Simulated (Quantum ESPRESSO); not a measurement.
# Al (Fm-3m): a volume series of phonon spectra

Wanted: mode Grüneisen parameters of Al and a free-energy fit over volumes.

Measurements to reproduce:
- volume expansion coefficient 69 1e-6/K and heat capacity C_P per formula unit 24.2 J/mol/K near room temperature (given in “High-Throughput Prediction of Finite-Temperature Properties using the Quasi-Harmonic Approximation”, 2016, arXiv:1603.06924)

Method: DFT PBEsol, scalar-relativistic, plane waves, PseudoDojo norm-conserving pseudopotentials, in Quantum ESPRESSO 7.5.

## Step 1: Starting point

Symmetry: Fm-3m, No. 225, cubic system. Conventional cell: a = 4.050 Å, b = 4.050 Å, c = 4.050 Å, α = 90.00°, β = 90.00°, γ = 90.00°. Al has 12 Al at 2.86 Å nearest.

## Step 2: A first coarse run

Before spending time, one coarse run tells the gap and the pressure of the starting cell.

Input file probe.in:

```
&CONTROL
  calculation = 'scf'
  prefix      = 'x'
  outdir      = './tmp'
  pseudo_dir  = './pseudo'
  tprnfor     = .true.
  tstress     = .true.
  verbosity   = 'high'
/
&SYSTEM
  ibrav       = 0
  nat         = 1
  ntyp        = 1
  ecutwfc     = 40.0
  occupations = 'smearing'
  smearing    = 'gaussian'
  degauss     = 0.01
/
&ELECTRONS
  conv_thr         = 1.0d-07
  mixing_beta      = 0.7
  electron_maxstep = 100
/
ATOMIC_SPECIES
 Al     26.9815  Al.upf
CELL_PARAMETERS angstrom
     0.000000000    2.024805000    2.024805000
     2.024805000    0.000000000    2.024805000
     2.024805000    2.024805000    0.000000000
ATOMIC_POSITIONS crystal
 Al     0.000000000   0.000000000   0.000000000
K_POINTS automatic
 8 8 8 0 0 0
```

The run is started by

```bash
$ OMP_NUM_THREADS=1 mpirun -n 8 pw.x -nk 8 -in probe.in > probe.out
```

The log of the run:

```text
Program PWSCF v.7.5

     This program is part of the open-source Quantum ESPRESSO suite
     for quantum simulation of materials; please cite
         "P. Giannozzi et al., J. Phys.:Condens. Matter 21 395502 (2009);
         "P. Giannozzi et al., J. Phys.:Condens. Matter 29 465901 (2017);
         "P. Giannozzi et al., J. Chem. Phys. 152 154105 (2020);
     in publications or presentations arising from this work. More details at

     Message from routine setup:
     using ibrav=0 with symmetry is DISCOURAGED, use correct ibrav instead

     G-vector sticks info
     --------------------
     sticks:   dense  smooth     PW     G-vecs:    dense   smooth      PW
     Sum         313     313    109                 3839     3839     749

     Using Slab Decomposition

     bravais-lattice index     =            0
     lattice parameter (alat)  =       5.4112  a.u.
     unit-cell volume          =     112.0408 (a.u.)^3
     number of atoms/cell      =            1
     number of atomic types    =            1
     number of electrons       =         3.00
     number of Kohn-Sham states=            6
     kinetic-energy cutoff     =      40.0000  Ry
     charge density cutoff     =     160.0000  Ry
     scf convergence threshold =      1.0E-07
     mixing beta               =       0.7000
     number of iterations used =            8  plain     mixing
     Exchange-correlation= PBESOL
                           (   1   4  10   8   0   0   0)

     celldm(1)=   5.411243  celldm(2)=   0.000000  celldm(3)=   0.000000
     celldm(4)=   0.000000  celldm(5)=   0.000000  celldm(6)=   0.000000

     crystal axes: (cart. coord. in units of alat)
               a(1) = (   0.000000   0.707107   0.707107 )
               a(2) = (   0.707107   0.000000   0.707107 )
               a(3) = (   0.707107   0.707107   0.000000 )

     reciprocal axes: (cart. coord. in units 2 pi/alat)
               b(1) = ( -0.707107  0.707107  0.707107 )
               b(2) = (  0.707107 -0.707107  0.707107 )
               b(3) = (  0.707107  0.707107 -0.707107 )

     PseudoPot. # 1 for Al read from file:
     ./pseudo/Al.upf
     Pseudo is Norm-conserving + core correction, Zval =  3.0
     Using radial grid of 1876 points,  6 beta functions with:
                l(1) =   0
                l(2) =   0
                l(3) =   1
                l(4) =   1
                l(5) =   2
                l(6) =   2

     atomic species   valence    mass     pseudopotential
     Al                3.00    26.98150     Al( 1.00)

     48 Sym. Ops., with inversion, found

                                    s                        frac. trans.

      isym =  1     identity

 cryst.   s( 1) = (     1          0          0      )
                  (     0          1          0      )
                  (     0          0          1      )

 cart.    s( 1) = (  1.0000000 -0.0000000  0.0000000 )
                  ( -0.0000000  1.0000000  0.0000000 )
                  ( -0.0000000  0.0000000  1.0000000 )

      isym =  2     180 deg rotation - cart. axis [0,0,1]

 cryst.   s( 2) = (     0          1         -1      )
                  (     1          0         -1      )
                  (     0          0         -1      )

 cart.    s( 2) = ( -1.0000000  0.0000000  0.0000000 )
                  (  0.0000000 -1.0000000  0.0000000 )
                  (  0.0000000 -0.0000000  1.0000000 )

      isym =  3     180 deg rotation - cart. axis [0,1,0]

 cryst.   s( 3) = (     0         -1          1      )
                  (     0         -1          0      )
                  (     1         -1          0      )

 cart.    s( 3) = ( -1.0000000 -0.0000000 -0.0000000 )
                  (  0.0000000  1.0000000 -0.0000000 )
                  (  0.0000000  0.0000000 -1.0000000 )

      isym =  4     180 deg rotation - cart. axis [1,0,0]

 cryst.   s( 4) = (    -1          0          0      )
                  (    -1          0          1      )
                  (    -1          1          0      )

 cart.    s( 4) = (  1.0000000  0.0000000 -0.0000000 )
                  ( -0.0000000 -1.0000000 -0.0000000 )
                  ( -0.0000000 -0.0000000 -1.0000000 )

      isym =  5     180 deg rotation - cart. axis [1,1,0]

 cryst.   s( 5) = (    -1          0          1      )
[...]
cart.    s( 5) = ( -0.0000000  1.0000000 -0.0000000 )
[...]
isym =  6     180 deg rotation - cart. axis [1,-1,0]

 cryst.   s( 6) = (     0         -1          0      )
[...]
cart.    s( 6) = (  0.0000000 -1.0000000 -0.0000000 )
[...]
isym =  7      90 deg rotation - cart. axis [0,0,-1]

 cryst.   s( 7) = (     0          1          0      )
[...]
cart.    s( 7) = (  0.0000000  1.0000000  0.0000000 )
[...]
isym =  8      90 deg rotation - cart. axis [0,0,1]

 cryst.   s( 8) = (     1          0         -1      )
[...]
cart.    s( 8) = ( -0.0000000 -1.0000000  0.0000000 )
[...]
isym =  9     180 deg rotation - cart. axis [1,0,1]

 cryst.   s( 9) = (    -1          1          0      )
[...]
cart.    s( 9) = (  0.0000000  0.0000000  1.0000000 )
[...]
isym = 10     180 deg rotation - cart. axis [-1,0,1]

 cryst.   s(10) = (     0          0         -1      )
[...]
cart.    s(10) = ( -0.0000000  0.0000000 -1.0000000 )
[...]
isym = 11      90 deg rotation - cart. axis [0,1,0]

 cryst.   s(11) = (     0          0          1      )
[...]
cart.    s(11) = ( -0.0000000 -0.0000000  1.0000000 )
[...]
isym = 12      90 deg rotation - cart. axis [0,-1,0]

 cryst.   s(12) = (     1         -1          0      )
[...]
cart.    s(12) = (  0.0000000 -0.0000000 -1.0000000 )
[...]
isym = 13     180 deg rotation - cart. axis [0,1,1]

 cryst.   s(13) = (     1          0          0      )
[...]
cart.    s(13) = ( -1.0000000  0.0000000 -0.0000000 )
[...]
isym = 14     180 deg rotation - cart. axis [0,1,-1]

 cryst.   s(14) = (    -1          0          0      )
[...]
cart.    s(14) = ( -1.0000000 -0.0000000  0.0000000 )
[...]
isym = 15      90 deg rotation - cart. axis [-1,0,0]

 cryst.   s(15) = (     0         -1          1      )
[...]
cart.    s(15) = (  1.0000000 -0.0000000 -0.0000000 )
[...]
k = 0.2652 0.2652-0.2652 (   477 PWs)   bands (ev):

     0.4771   6.9448  18.5554  18.5554  20.4938  20.4938

     occupation numbers
     1.0000   1.0000   0.0000   0.0000   0.0000   0.0000

          k =-0.3536-0.3536 0.3536 (   476 PWs)   bands (ev):

     3.2345   3.4446  19.1159  19.1159  19.2259  22.9856

     occupation numbers
     1.0000   1.0000   0.0000   0.0000   0.0000   0.0000

          k = 0.1768 0.0000 0.0000 (   495 PWs)   bands (ev):

    -2.7172  17.6609  17.6609  17.9452  20.6376  22.3681

     occupation numbers
     1.0000   0.0000   0.0000   0.0000   0.0000   0.0000

          k = 0.2652 0.0884-0.0884 (   484 PWs)   bands (ev):

    -1.7376  13.0877  16.5993  18.1262  19.3416  21.8526

     occupation numbers
     1.0000   0.0000   0.0000   0.0000   0.0000   0.0000

          k = 0.3536 0.1768-0.1768 (   471 PWs)   bands (ev):

     0.0641   8.6387  16.2522  16.9808  17.9581  23.9458

     occupation numbers
     1.0000   0.0000   0.0000   0.0000   0.0000   0.0000

          k =-0.2652-0.4419 0.4419 (   473 PWs)   bands (ev):

[...]
occupation numbers
[...]
k =-0.1768-0.3536 0.3536 (   477 PWs)   bands (ev):

[...]
occupation numbers
[...]
k =-0.0884-0.2652 0.2652 (   485 PWs)   bands (ev):

[...]
occupation numbers
[...]
k = 0.0000-0.1768 0.1768 (   489 PWs)   bands (ev):

[...]
occupation numbers
[...]
k = 0.3536 0.0000 0.0000 (   480 PWs)   bands (ev):

[...]
occupation numbers
[...]
k = 0.4419 0.0884-0.0884 (   478 PWs)   bands (ev):

[...]
occupation numbers
[...]
k =-0.1768-0.5303 0.5303 (   477 PWs)   bands (ev):

[...]
occupation numbers
[...]
k =-0.0884-0.4419 0.4419 (   479 PWs)   bands (ev):

[...]
occupation numbers
[...]
k = 0.0000-0.3536 0.3536 (   481 PWs)   bands (ev):

[...]
k = 0.5303-0.0000 0.0000 (   472 PWs)   bands (ev):

[...]
k =-0.0884-0.6187 0.6187 (   474 PWs)   bands (ev):

[...]
k = 0.0000-0.5303 0.5303 (   478 PWs)   bands (ev):

[...]
k =-0.7071 0.0000 0.0000 (   468 PWs)   bands (ev):

[...]
k = 0.3536 0.1768 0.0000 (   482 PWs)   bands (ev):

[...]
occupation numbers
[...]
k =-0.2652-0.4419 0.6187 (   481 PWs)   bands (ev):

[...]
occupation numbers
[...]
k =-0.1768-0.3536 0.5303 (   476 PWs)   bands (ev):

[...]
occupation numbers
[...]
k =-0.1768-0.5303 0.7071 (   471 PWs)   bands (ev):

[...]
occupation numbers
[...]
k =-0.0884-0.4419 0.6187 (   478 PWs)   bands (ev):

[...]
occupation numbers
[...]
k = 0.0000-0.3536 0.5303 (   481 PWs)   bands (ev):

[...]
occupation numbers
     1.0000   0.9998   0.0000   0.0000   0.0000   0.0000

          k =-0.7071 0.1768-0.0000 (   478 PWs)   bands (ev):

     5.4192   6.7433   9.5707  11.0546  17.9038  19.9268

     occupation numbers
     1.0000   1.0000   0.0000   0.0000   0.0000   0.0000

          k =-0.7071 0.3536 0.0000 (   488 PWs)   bands (ev):

     6.9735   6.9735   7.9761   8.8798  23.5545  23.5546

     occupation numbers
     1.0000   1.0000   0.0763   0.0000   0.0000   0.0000

     the Fermi energy is     7.8385 ev

!    total energy              =      -4.63974125 Ry
     estimated scf accuracy    <          6.8E-09 Ry
     smearing contrib. (-TS)   =      -0.00031446 Ry
     internal energy E=F+TS    =      -4.63942680 Ry

     The total energy is F=E-TS. E is the sum of the following terms:
     one-electron contribution =       2.90713715 Ry
     hartree contribution      =       0.00751953 Ry
     xc contribution           =      -2.16199859 Ry
     ewald contribution        =      -5.39208490 Ry

     convergence has been achieved in   4 iterations

     Forces acting on atoms (cartesian axes, Ry/au):

     atom    1 type  1   force =     0.00000000    0.00000000    0.00000000
     The non-local contrib.  to forces
     atom    1 type  1   force =     0.00000000    0.00000000   -0.00000000
     The ionic contribution  to forces
     atom    1 type  1   force =    -0.00000000   -0.00000000   -0.00000000
     The local contribution  to forces
     atom    1 type  1   force =     0.00000000   -0.00000000   -0.00000000
     The core correction contribution to forces
     atom    1 type  1   force =     0.00000000   -0.00000000    0.00000000
     The Hubbard contrib.    to forces
     atom    1 type  1   force =     0.00000000    0.00000000    0.00000000
     The SCF correction term to forces
     atom    1 type  1   force =    -0.00000000    0.00000000   -0.00000000

     Total force =     0.000000     Total SCF correction =     0.000000

     Computing stress (Cartesian axis) and pressure

          total   stress  (Ry/bohr**3)                   (kbar)     P=      -20.69
  -0.00014067  -0.00000000  -0.00000000          -20.69       -0.00       -0.00
  -0.00000000  -0.00014067  -0.00000000           -0.00      -20.69       -0.00
  -0.00000000  -0.00000000  -0.00014067           -0.00       -0.00      -20.69

     kinetic stress (kbar)   1492.37     -0.00     -0.00
                               -0.00   1492.37     -0.00
                               -0.00     -0.00   1492.37

     local   stress (kbar)    126.27     -0.00     -0.00
                               -0.00    126.27      0.00
                               -0.00      0.00    126.27

     nonloc. stress (kbar)   1501.66      0.00      0.00
                                0.00   1501.66      0.00
                                0.00      0.00   1501.66

     hartree stress (kbar)      3.29      0.00      0.00
                                0.00      3.29     -0.00
                                0.00     -0.00      3.29

     exc-cor stress (kbar)    -11.39     -0.00      0.00
                               -0.00    -11.39      0.00
                                0.00      0.00    -11.39

     corecor stress (kbar)   -773.03     -0.00      0.00
                               -0.00   -773.03      0.00
                                0.00      0.00   -773.03

     ewald   stress (kbar)  -2359.86      0.00      0.00
                                0.00  -2359.86      0.00
                                0.00      0.00  -2359.86

     hubbard stress (kbar)      0.00      0.00      0.00
                                0.00      0.00      0.00
                                0.00      0.00      0.00

     DFT-D   stress (kbar)      0.00      0.00      0.00
[...]
XDM     stress (kbar)      0.00      0.00      0.00
[...]
dft-nl  stress (kbar)      0.00      0.00      0.00
                                0.00      0.00      0.00
                                0.00      0.00      0.00

     TS-vdW  stress (kbar)      0.00      0.00      0.00
                                0.00      0.00      0.00
                                0.00      0.00      0.00

     MDB     stress (kbar)      0.00      0.00      0.00
                                0.00      0.00      0.00
                                0.00      0.00      0.00

     3D-RISM stress (kbar)      0.00      0.00      0.00
                                0.00      0.00      0.00
                                0.00      0.00      0.00

     Writing all to output data dir ./tmp/x.save/ :
     XML data file, charge density, pseudopotentials, collected wavefunctions

   JOB DONE.
```

It took 0.8 s on 8 MPI ranks of Arm Neoverse V2, shared host.

Numbers from this step:

- volume per atom: 16.60 Å³
- pressure: -2.069 GPa
- gap on the k-mesh: 0 eV

The start is under -2.1 GPa at this level and looks like a metal on this mesh.

[end of part 1 of 6]

[Logs are printed without paths, hosts, clocks, repeated set-up lines and the standing remarks that a program may print on its own settings, such as how far it seeks lower states.]

[Hosts, paths, dates, database ids (printed as entryN), source tags and the programs' standing remarks are cut or masked in the printed files.]

[A step with changed settings may run another functional than the one named; its input shows which.]

[Of the runs on displaced cells, only some may be shown.]
